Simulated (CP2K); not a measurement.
The C K edge of methoxycyclopropane was computed by TDDFT (CP2K XAS_TDP, aug-cc-pVDZ, TDA) at these levels: PBE0, PBEh(45%) and PBEh(45%) + GW2X. The first three lines of C1 (bonded to O and 3 H) with a strength over 0.0015, energy in eV and strength:

| run | first | second | third |
| --- | --- | --- | --- |
| 1 | 291.41 (0.020) | 291.88 (0.014) | 292.21 (0.020) |
| 2 | 278.43 (0.005) | 278.98 (0.005) | 279.11 (0.006) |
| 3 | 284.84 (0.020) | 285.31 (0.014) | 285.64 (0.020) |

**Question.** Which run is which?

Run 1: PBEh(45%) + GW2X (45 % exact exchange). Run 2: PBE0 (25 % exact exchange). Run 3: PBEh(45%) (45 % exact exchange). Self-interaction lifts the core level, so the uncorrected lines rise with the share of exact exchange. The GW2X run keeps the spacings of its parent: 0.47 eV between the first two lines in run 1, 0.47 eV in run 3. Its shift is +6.57 eV, since the Kohn–Sham level at this share of exchange lies that far above the quasiparticle level.

[Hosts, paths, dates, database ids (printed as entryN), source tags and the programs' standing remarks are cut or masked in the printed files.]
